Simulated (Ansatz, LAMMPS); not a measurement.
## Molecular dynamics of glassy 66SiO2-15Li2O-9CaO-9BaO (mol %) (149 atoms)

Aim: follow glassy 66SiO2-15Li2O-9CaO-9BaO (mol %) (149 atoms) for a short time with forces from DFT, then look at structure and electrons in the last frame.

Program: Ansatz 0.2.0. Level of theory: Kohn-Sham DFT, PBE, PAW (set soft_2), plane waves. Results are calculated unless marked as measured.

### Step 1. The starting structure

The cell holds 149 atoms: 35 Si, 16 Li, 5 Ca, 5 Ba and 88 O. Its edges and angles: a = 12.599 Å, b = 12.599 Å, c = 12.599 Å, α = 90.0°, β = 90.0°, γ = 90.0°. 149 atoms (35 Si, 16 Li, 5 Ca, 5 Ba, 88 O) placed at random at 2.75 g/cm³, melted at 4000 K for 10 ps at fixed volume with the Morse and Coulomb pair potential with partial charges (Pedone, Malavasi, Menziani, Cormack and Segre, J. Phys. Chem. B 110, 11780 (2006)). Quenched from 4000 K to 300 K at 50 K/ps and fixed volume, held 10 ps at zero pressure.

Limits known from the start: The quench rate of 50 K/ps is many orders above laboratory rates, so the cell is likely richer in defects and strain than a real sample. The starting topology of bonds comes from the classical model, and needn't be the one that DFT or experiment would give. The Brillouin zone is sampled at Γ only, in a cell whose shortest periodic width is 13 Å. The levels lack spin–orbit coupling, which is large for the heavy elements here.

### Step 2. Dynamics at 600 K

A Nosé–Hoover thermostat steers the temperature while disturbing the dynamics little. The time step is 1.0 fs.

input.yaml

```yaml
crystal:
  lattice:
    - [12.59923, 0.0, 0.0]
    - [0.0, 12.59923, 0.0]
    - [0.0, 0.0, 12.59923]
  atoms:
    - { symbol: Si, position: [0.46893, 0.28305, 0.27436] }
    - { symbol: Si, position: [0.19549, 0.12865, 0.8598] }
    - { symbol: Si, position: [0.01529, 0.06774, 0.56369] }
    - { symbol: Si, position: [0.5662, 0.53381, 0.09601] }
    [... 139 atom lines left out ...]
    - { symbol: O, position: [0.47593, 0.37164, 0.88834] }
    - { symbol: O, position: [0.86269, 0.02867, 0.85496] }
    - { symbol: O, position: [0.96553, 0.59472, 0.45087] }
    - { symbol: O, position: [0.66594, 0.28005, 0.93278] }
    - { symbol: O, position: [0.54766, 0.4426, 0.54097] }
    - { symbol: O, position: [0.47751, 0.20821, 0.00012] }
kpoints:
  mp_grid: { grid: [1, 1, 1] }
hamiltonian:
  xc: pbe
scf:
  occupations: { method: fixed }
output:
  forces: true
md:
  timestep: 1.0
  n_steps: 83
  ensemble: nvt_nose_hoover
  temperature: 600
  initial_velocities: maxwell_boltzmann
  seed: 1185
```

On the command line:

```bash
$ ansatz run input.yaml --threads 4 --pin off --max-ram 8192MiB --backend cpu --events-out ev --progress --plain --runs-dir out
```

The job ended after 24 min (4 threads of Arm Neoverse V2, shared host; peak memory 3 GiB).

The program notes that it switched symmetry off.

The trajectory, sampled:

| time (fs) | T (K) | potential (meV/atom) | conserved (meV/atom) |
| --- | --- | --- | --- |
| 0.0 | 600 | 0.0 | 0.00 |
| 6.0 | 745 | -18.8 | -0.17 |
| 11.0 | 715 | -15.1 | -0.11 |
| 17.0 | 616 | -2.5 | -0.03 |
| 22.0 | 649 | -7.0 | -0.08 |
| 28.0 | 650 | -7.5 | -0.11 |
| 33.0 | 584 | 0.8 | -0.04 |
| 39.0 | 644 | -7.3 | -0.09 |
| 44.0 | 720 | -17.4 | -0.12 |
| 50.0 | 699 | -15.2 | -0.08 |
| 55.0 | 661 | -10.8 | -0.08 |
| 61.0 | 655 | -10.7 | -0.08 |
| 66.0 | 686 | -15.4 | -0.12 |
| 72.0 | 676 | -15.0 | -0.12 |
| 77.0 | 630 | -9.8 | -0.10 |
| 83.0 | 615 | -8.7 | -0.09 |

Mean square displacement from the first frame to the last: Si 0.061 Å², Li 0.39 Å², Ca 0.17 Å², Ba 0.062 Å², O 0.098 Å².

Table of mean square displacement by time lag:

| time lag (fs) | Ba (Å²) | Ca (Å²) | Li (Å²) | O (Å²) | Si (Å²) |
| --- | --- | --- | --- | --- | --- |
| 1.0 | 1.1e-5 | 4.6e-5 | 2.3e-4 | 9.7e-5 | 6.7e-5 |
| 2.0 | 4.6e-5 | 1.8e-4 | 9.3e-4 | 3.9e-4 | 2.7e-4 |
| 4.0 | 1.8e-4 | 7.4e-4 | 0.00373 | 0.00153 | 0.00105 |
| 6.0 | 4.1e-4 | 0.00167 | 0.00834 | 0.00337 | 0.00231 |
| 7.0 | 5.6e-4 | 0.00228 | 0.0113 | 0.00453 | 0.00309 |
| 9.0 | 9.3e-4 | 0.00378 | 0.0185 | 0.00721 | 0.00489 |
| 11.0 | 0.00138 | 0.00565 | 0.0272 | 0.0103 | 0.00693 |
| 12.0 | 0.00165 | 0.00673 | 0.0321 | 0.0119 | 0.00801 |
| 14.0 | 0.00224 | 0.00916 | 0.0428 | 0.0154 | 0.0102 |
| 16.0 | 0.00292 | 0.0119 | 0.0546 | 0.0189 | 0.0124 |
| 18.0 | 0.00370 | 0.0151 | 0.0674 | 0.0224 | 0.0145 |
| 19.0 | 0.00412 | 0.0168 | 0.0740 | 0.0241 | 0.0155 |
| 21.0 | 0.00502 | 0.0204 | 0.0876 | 0.0275 | 0.0174 |
| 23.0 | 0.00602 | 0.0244 | 0.102 | 0.0307 | 0.0190 |
| 24.0 | 0.00654 | 0.0265 | 0.109 | 0.0323 | 0.0198 |
| 26.0 | 0.00766 | 0.0309 | 0.123 | 0.0354 | 0.0211 |
| 28.0 | 0.00886 | 0.0356 | 0.137 | 0.0385 | 0.0223 |
| 30.0 | 0.0101 | 0.0406 | 0.151 | 0.0415 | 0.0234 |
| 31.0 | 0.0108 | 0.0432 | 0.157 | 0.0431 | 0.0238 |
| 33.0 | 0.0122 | 0.0485 | 0.170 | 0.0461 | 0.0248 |
| 35.0 | 0.0137 | 0.0539 | 0.183 | 0.0492 | 0.0257 |
| 36.0 | 0.0145 | 0.0567 | 0.189 | 0.0507 | 0.0262 |
| 38.0 | 0.0161 | 0.0625 | 0.201 | 0.0539 | 0.0271 |
| 40.0 | 0.0177 | 0.0683 | 0.212 | 0.0570 | 0.0281 |
| 42.0 | 0.0195 | 0.0743 | 0.222 | 0.0600 | 0.0292 |

Over the second half of 83 fs the temperature averages 670 K, falling from about 712 to 625 K (means over the first and last quarter of that half). The conserved energy stays within 0.17 meV/atom. From first frame to last Li has the largest mean square displacement, 0.39 Å² at the end; the farthest move is 1.03 Å. The run spans 0.08 ps, too short for its means to be equilibrium values.

### Step 3. Structure statistics late in the run

The g(r) is a mean over the second half; what follows it is taken at the last frame.

Density 2.81 g/cm³, 13.42 Å³ an atom.

Mean of 15 frames. Pair distribution functions g(r), in bins of 0.2 Å:

| r (Å) | total | O-O | O-Si | O-Li | O-Ba | O-Ca | Si-Si |
| --- | --- | --- | --- | --- | --- | --- | --- |
| 1.40 | 0.01 | 0.00 | 0.05 | 0.00 | 0.00 | 0.00 | 0.00 |
| 1.60 | 3.12 | 0.00 | 11.14 | 0.29 | 0.00 | 0.00 | 0.00 |
| 1.80 | 0.90 | 0.00 | 2.21 | 2.29 | 0.00 | 0.00 | 0.00 |
| 2.00 | 0.45 | 0.00 | 0.00 | 3.44 | 0.00 | 0.43 | 0.00 |
| 2.20 | 0.26 | 0.00 | 0.00 | 1.08 | 0.05 | 2.86 | 0.00 |
| 2.40 | 0.33 | 0.32 | 0.00 | 0.71 | 0.78 | 2.18 | 0.00 |
| 2.60 | 1.46 | 3.38 | 0.02 | 0.43 | 1.93 | 1.81 | 0.04 |
| 2.80 | 1.24 | 2.49 | 0.03 | 0.51 | 2.67 | 1.39 | 0.34 |
| 3.00 | 0.82 | 0.76 | 0.05 | 0.57 | 1.63 | 0.78 | 2.88 |
| 3.20 | 1.01 | 0.92 | 0.34 | 0.87 | 1.01 | 0.54 | 3.54 |
| 3.40 | 0.97 | 0.89 | 0.94 | 1.00 | 0.60 | 0.54 | 0.19 |
| 3.60 | 0.93 | 0.81 | 1.25 | 0.89 | 0.28 | 0.79 | 0.01 |
| 3.80 | 1.15 | 0.77 | 1.68 | 1.33 | 1.15 | 0.85 | 0.25 |
| 4.00 | 1.02 | 0.68 | 1.66 | 1.09 | 0.89 | 0.86 | 0.71 |
| 4.20 | 1.16 | 0.75 | 1.94 | 1.04 | 1.08 | 1.31 | 1.13 |
| 4.40 | 1.01 | 0.69 | 1.25 | 1.42 | 1.01 | 1.23 | 0.88 |
| 4.60 | 0.91 | 0.91 | 0.80 | 1.06 | 0.86 | 1.20 | 1.34 |
| 4.80 | 0.99 | 1.19 | 0.75 | 0.97 | 0.99 | 1.42 | 1.01 |
| 5.00 | 1.06 | 1.43 | 0.69 | 0.94 | 1.29 | 0.95 | 1.47 |
| 5.20 | 0.99 | 1.37 | 0.59 | 0.78 | 1.30 | 0.82 | 1.23 |
| 5.40 | 1.01 | 1.23 | 0.77 | 0.79 | 1.17 | 0.61 | 1.22 |
| 5.60 | 0.98 | 0.98 | 0.93 | 0.84 | 0.99 | 0.88 | 1.14 |
| 5.80 | 0.94 | 0.84 | 0.95 | 1.05 | 0.92 | 0.63 | 0.94 |
| 6.00 | 0.95 | 0.82 | 1.06 | 1.05 | 0.93 | 1.02 | 0.78 |
| 6.20 | 1.00 | 0.89 | 1.28 | 1.06 | 0.74 | 0.99 | 0.54 |

Bonds by pair of elements; cutoffs follow the first minimum of g(r), held within bounds set by covalent radii, and pairs that aren't listed don't count as bonded:

| pair A-B | cutoff (Å) | bonds | mean length (Å) | spread (Å) | shortest (Å) | B about A | A about B |
| --- | --- | --- | --- | --- | --- | --- | --- |
| O-Si | 2.16 | 140 | 1.65 | 0.056 | 1.52 | 1.59 | 4 |
| O-Li | 2.58 | 58 | 2.05 | 0.276 | 1.63 | 0.659 | 3.62 |
| O-Ba | 3.58 | 40 | 2.87 | 0.287 | 2.30 | 0.455 | 8 |
| O-Ca | 2.83 | 27 | 2.42 | 0.218 | 2.09 | 0.307 | 5.4 |

The cutoff for O-Ca falls short of the minimum of g(r), so counts run low and odd coordinations can be artefacts.

How many atoms have how many bonded neighbours:

| element | mean | 2 | 3 | 4 | 5 | 6 | 7 | 8 | 9 |
| --- | --- | --- | --- | --- | --- | --- | --- | --- | --- |
| Ba | 8 | 0 | 0 | 0 | 0 | 0 | 1 | 3 | 1 |
| Ca | 5.4 | 0 | 0 | 2 | 0 | 2 | 1 | 0 | 0 |
| Li | 3.62 | 1 | 5 | 9 | 1 | 0 | 0 | 0 | 0 |
| O | 3.01 | 23 | 42 | 22 | 1 | 0 | 0 | 0 | 0 |
| Si | 4 | 0 | 0 | 35 | 0 | 0 | 0 | 0 | 0 |

Bond angles, per cent of each kind in bins of 5°:

| angle (°) | O-Si-O | O-Li-O | Li-O-Si | O-Ca-O |
| --- | --- | --- | --- | --- |
| 55–60 | 0.0 | 1.2 | 0.0 | 1.6 |
| 60–65 | 0.0 | 0.0 | 0.0 | 7.9 |
| 65–70 | 0.0 | 2.5 | 0.0 | 4.8 |
| 70–75 | 0.0 | 5.0 | 1.4 | 4.8 |
| 75–80 | 0.0 | 2.5 | 1.4 | 11.1 |
| 80–85 | 0.0 | 1.2 | 2.7 | 11.1 |
| 85–90 | 0.0 | 5.0 | 4.0 | 9.5 |
| 90–95 | 1.4 | 5.0 | 5.4 | 9.5 |
| 95–100 | 7.6 | 10.0 | 10.8 | 4.8 |
| 100–105 | 17.6 | 8.8 | 6.8 | 1.6 |
| 105–110 | 31.9 | 5.0 | 13.5 | 3.2 |
| 110–115 | 21.9 | 12.5 | 10.8 | 0.0 |
| 115–120 | 11.9 | 13.8 | 8.1 | 4.8 |
| 120–125 | 6.7 | 10.0 | 6.8 | 0.0 |
| 125–130 | 0.5 | 7.5 | 14.9 | 0.0 |
| 130–135 | 0.0 | 1.2 | 4.0 | 6.3 |
| 135–140 | 0.5 | 1.2 | 4.0 | 3.2 |
| 140–145 | 0.0 | 3.8 | 2.7 | 3.2 |
| 145–150 | 0.0 | 2.5 | 1.4 | 3.2 |
| 150–155 | 0.0 | 1.2 | 0.0 | 1.6 |
| 155–160 | 0.0 | 0.0 | 0.0 | 3.2 |
| 160–165 | 0.0 | 0.0 | 0.0 | 3.2 |
| 165–170 | 0.0 | 0.0 | 1.4 | 1.6 |

Bond angles (no mean is given where the spread exceeds 20°):

| angle | count | mean (°) | spread (°) |
| --- | --- | --- | --- |
| O-Si-O | 210 | 109 | 6.8 |
| O-Li-O | 80 | 109 | 19.9 |
| Li-O-Si | 74 | 113 | 17.3 |
| O-Ca-O | 63 | - | - |

Oxygen atoms by the number of network formers (Si, P, Ge, B, Al, As, Ga) bound to them:

| network formers bound to O | O atoms | per cent |
| --- | --- | --- |
| 0 | 0 | 0 |
| 1 | 36 | 40.9 |
| 2 | 52 | 59.1 |

Network units: each former by its oxygen neighbours and how many of them bridge to another former:

| former | O neighbours | bridging O | atoms |
| --- | --- | --- | --- |
| Si | 4 | 1 | 2 |
| Si | 4 | 2 | 7 |
| Si | 4 | 3 | 16 |
| Si | 4 | 4 | 10 |

Bond length by coordination (bonds to H left out):

| element | coordination | atoms | mean bond length (Å) |
| --- | --- | --- | --- |
| Ba | 7 | 1 | 2.92 |
| Ba | 8 | 3 | 2.84 |
| Ba | 9 | 1 | 2.92 |
| Ca | 4 | 2 | 2.40 |
| Ca | 6 | 2 | 2.41 |
| Ca | 7 | 1 | 2.45 |
| Li | 2 | 1 | 1.66 |
| Li | 3 | 5 | 2 |
| Li | 4 | 9 | 2.07 |
| Li | 5 | 1 | 2.28 |
| O | 2 | 23 | 1.65 |
| O | 3 | 42 | 2.01 |
| O | 4 | 22 | 2.16 |
| O | 5 | 1 | 2.27 |

Rings of the network by King's shortest-path rule, up to 12 atoms, one path for each pair of neighbours; H, halogens, alkali and alkaline-earth atoms are left out, and the last column divides by all other atoms, bonded or not:

| ring size (atoms) | rings | per network atom |
| --- | --- | --- |
| 8 | 4 | 0.033 |
| 10 | 2 | 0.016 |
| 12 | 7 | 0.057 |

First main peaks of g(r), for some of the pairs, lie near 2.7 Å (O-O), 1.6 Å (O-Si), 1.9 Å (O-Li), 2.8 Å (O-Ba), 2.3 Å (O-Ca) and 3.1 Å (Si-Si). The O-Si-O angle averages 109° with a spread of 7°. 59 % of the oxygens bridge two formers (Si) and 41 % are non-bridging. The commonest Si unit has 4 oxygens, 3 of them shared with other formers (16 of 35 atoms). Rings of 12 atoms are the most common (54 % of those counted); sizes run from 8 to 12, where the search stops.

### Step 4. Single point at the last frame

The last frame is solved once more, with the analyses that the dynamics left out.

input.yaml

```yaml
crystal:
  lattice:
    - [12.59923, 0.0, 0.0]
    - [0.0, 12.59923, 0.0]
    - [0.0, 0.0, 12.59923]
  atoms:
    - { symbol: Si, position: [0.45343, 0.28602, 0.27433] }
    - { symbol: Si, position: [0.19644, 0.13567, 0.85355] }
    - { symbol: Si, position: [0.02046, 0.04437, 0.55354] }
    - { symbol: Si, position: [0.58046, 0.53861, 0.08805] }
    [... 139 atom lines left out ...]
    - { symbol: O, position: [0.48275, 0.35602, 0.89315] }
    - { symbol: O, position: [0.85694, 0.04795, 0.84322] }
    - { symbol: O, position: [0.98706, 0.5709, 0.47074] }
    - { symbol: O, position: [0.68459, 0.27078, 0.93038] }
    - { symbol: O, position: [0.56248, 0.4483, 0.51275] }
    - { symbol: O, position: [0.49866, 0.20158, 0.0303] }
kpoints:
  mp_grid: { grid: [1, 1, 1] }
hamiltonian:
  xc: pbe
scf:
  occupations: { method: fixed }
output:
  forces: true
  stress: true
  populations: true
  dos:
    method: { smearing: { sigma: 0.1 } }
    de: 0.1
    projected: { site_lists: { Ba: [Ba], Ca: [Ca], Li: [Li], O: [O], Si: [Si] } }
  eigenvalues: true
  write_density: true
  write_potential: true
  volumetric_format: npy
  elf: true
```

Run time: 49 s. Hardware: 4 threads; peak memory 3.2 GiB.

Read from the output:

```yaml
free_energy: -114464.2633 eV
free_energy_per_atom: -768.2165 eV/atom
scf_cycles: 9
pressure: 1.002 GPa
r_m_s_force_component: 1.261 eV/Å
longest_force: 4.979 eV/Å
fermi_energy: 4.187 eV
spacing_of_highest_filled_and_lowest_empty_level: 3.554 eV
spilling_of_the_projection: 0.01361
```

Length of the force by element:

| element | coordination | atoms | mean length of the force (eV/Å) | spread | least | most |
| --- | --- | --- | --- | --- | --- | --- |
| Ba | all | 5 | 1.05 | 0.635 | 0.605 | 2.31 |
| Ca | all | 5 | 1.09 | 0.668 | 0.174 | 2.25 |
| Li | all | 16 | 0.963 | 0.521 | 0.354 | 2.11 |
| O | all | 88 | 1.77 | 1.02 | 0.258 | 4.98 |
| Si | all | 35 | 2.81 | 0.985 | 0.982 | 4.80 |

Löwdin charges by element (they lack the spilled electrons, 0.075 e an atom on average):

| element | coordination | atoms | mean charge (e) | spread | least | most |
| --- | --- | --- | --- | --- | --- | --- |
| Ba | all | 5 | 1.88 | 0.0143 | 1.86 | 1.90 |
| Ca | all | 5 | 1.77 | 0.0061 | 1.77 | 1.78 |
| Li | all | 16 | 0.786 | 0.0232 | 0.737 | 0.814 |
| O | all | 88 | -0.884 | 0.103 | -1.06 | -0.753 |
| Si | all | 35 | 1.66 | 0.0699 | 1.52 | 1.78 |

Density of states as counts of states in windows of 1 eV (from the Fermi level), total and the larger projections:

| from (eV) | to (eV) | total | O p | Si p | Ba p |
| --- | --- | --- | --- | --- | --- |
| -14 | -12 | 0.0 | 0.0 | 0.0 | 0.0 |
| -12 | -11 | 1.4 | 0.1 | 0.0 | 1.3 |
| -11 | -10 | 28.2 | 5.2 | 0.4 | 20.4 |
| -10 | -9 | 20.9 | 10.2 | 1.0 | 5.7 |
| -9 | -8 | 18.1 | 12.4 | 1.8 | 0.2 |
| -8 | -7 | 23.5 | 17.0 | 3.5 | 0.1 |
| -7 | -6 | 33.1 | 25.0 | 6.0 | 0.1 |
| -6 | -5 | 31.8 | 24.6 | 4.2 | 0.1 |
| -5 | -4 | 73.5 | 60.3 | 6.4 | 0.2 |
| -4 | -3 | 86.9 | 76.4 | 4.6 | 0.3 |
| -3 | -2 | 98.7 | 90.8 | 2.8 | 0.3 |
| -2 | -1 | 91.6 | 85.9 | 1.7 | 0.4 |
| -1 | 0 | 49.2 | 46.4 | 0.8 | 0.3 |
| 0 | 1 | 1.0 | 0.9 | 0.0 | 0.0 |
| 1 | 3 | 0.0 | 0.0 | 0.0 | 0.0 |
| 3 | 4 | 2.0 | 0.1 | 0.1 | 0.0 |
| 4 | 5 | 9.9 | 1.1 | 1.0 | 0.0 |

With fixed occupations the program's Fermi level is the highest filled level; weight inside the gap is the broadening of levels at its edges.

Between -26 and -14 eV lie 216 more states.

The stored curve holds about 774 of the 816 electrons; the rest, give or take the few that broadening carries across the Fermi level, lie in deeper levels below its range.

The levels nearest the highest filled one (over half full), pooled over k-points and spins:

| level less the highest filled one (eV) | occupation |
| --- | --- |
| -0.329 | 2 |
| -0.299 | 2 |
| -0.277 | 2 |
| -0.167 | 2 |
| -0.105 | 2 |
| 0 | 2 |
| 3.55 | 0 |
| 4.43 | 0 |
| 4.69 | 0 |
| 4.84 | 0 |
| 4.89 | 0 |
| 4.99 | 0 |

Mean Löwdin charges: Ba +1.88, Ca +1.77, Li +0.79, O -0.88, Si +1.66 e (they miss 1.4 % of the electrons, so they add up to more than the cell's charge).

### Step 5. What came out

```yaml
mean_temperature_second_half: 669.6 K
temperature_swing_second_half: 33.21 K
slope_of_the_conserved_energy_against_time_by_least_squares: -0.1713 meV/atom/ps
free_energy_per_atom: -768.2165 eV/atom
pressure: 1.002 GPa
r_m_s_force_component: 1.261 eV/Å
spacing_of_highest_filled_and_lowest_empty_level: 3.554 eV
wall_time_of_the_2_dft_runs: 24 min
```

**Reading.** Over the second half of 83 fs the temperature averages 670 K, falling from about 712 to 625 K (means over the first and last quarter of that half). The conserved energy stays within 0.17 meV/atom. The run spans 0.08 ps, too short for its means to be equilibrium values. 59 % of the oxygens bridge two formers (Si) and 41 % are non-bridging. The highest filled and lowest empty levels differ by 3.55 eV (at Γ alone); a semilocal functional tends to put such gaps too low. In a disordered cell it changes from sample to sample, and tail or defect levels can set it.

Caveats: The pressure of a single frame lacks the kinetic term, about 0.69 GPa here.

[Logs are printed without paths, hosts, clocks, repeated set-up lines and the standing remarks that a program may print on its own settings, such as how far it seeks lower states.]

[Hosts, paths, dates, database ids (printed as entryN), source tags and the programs' standing remarks are cut or masked in the printed files.]
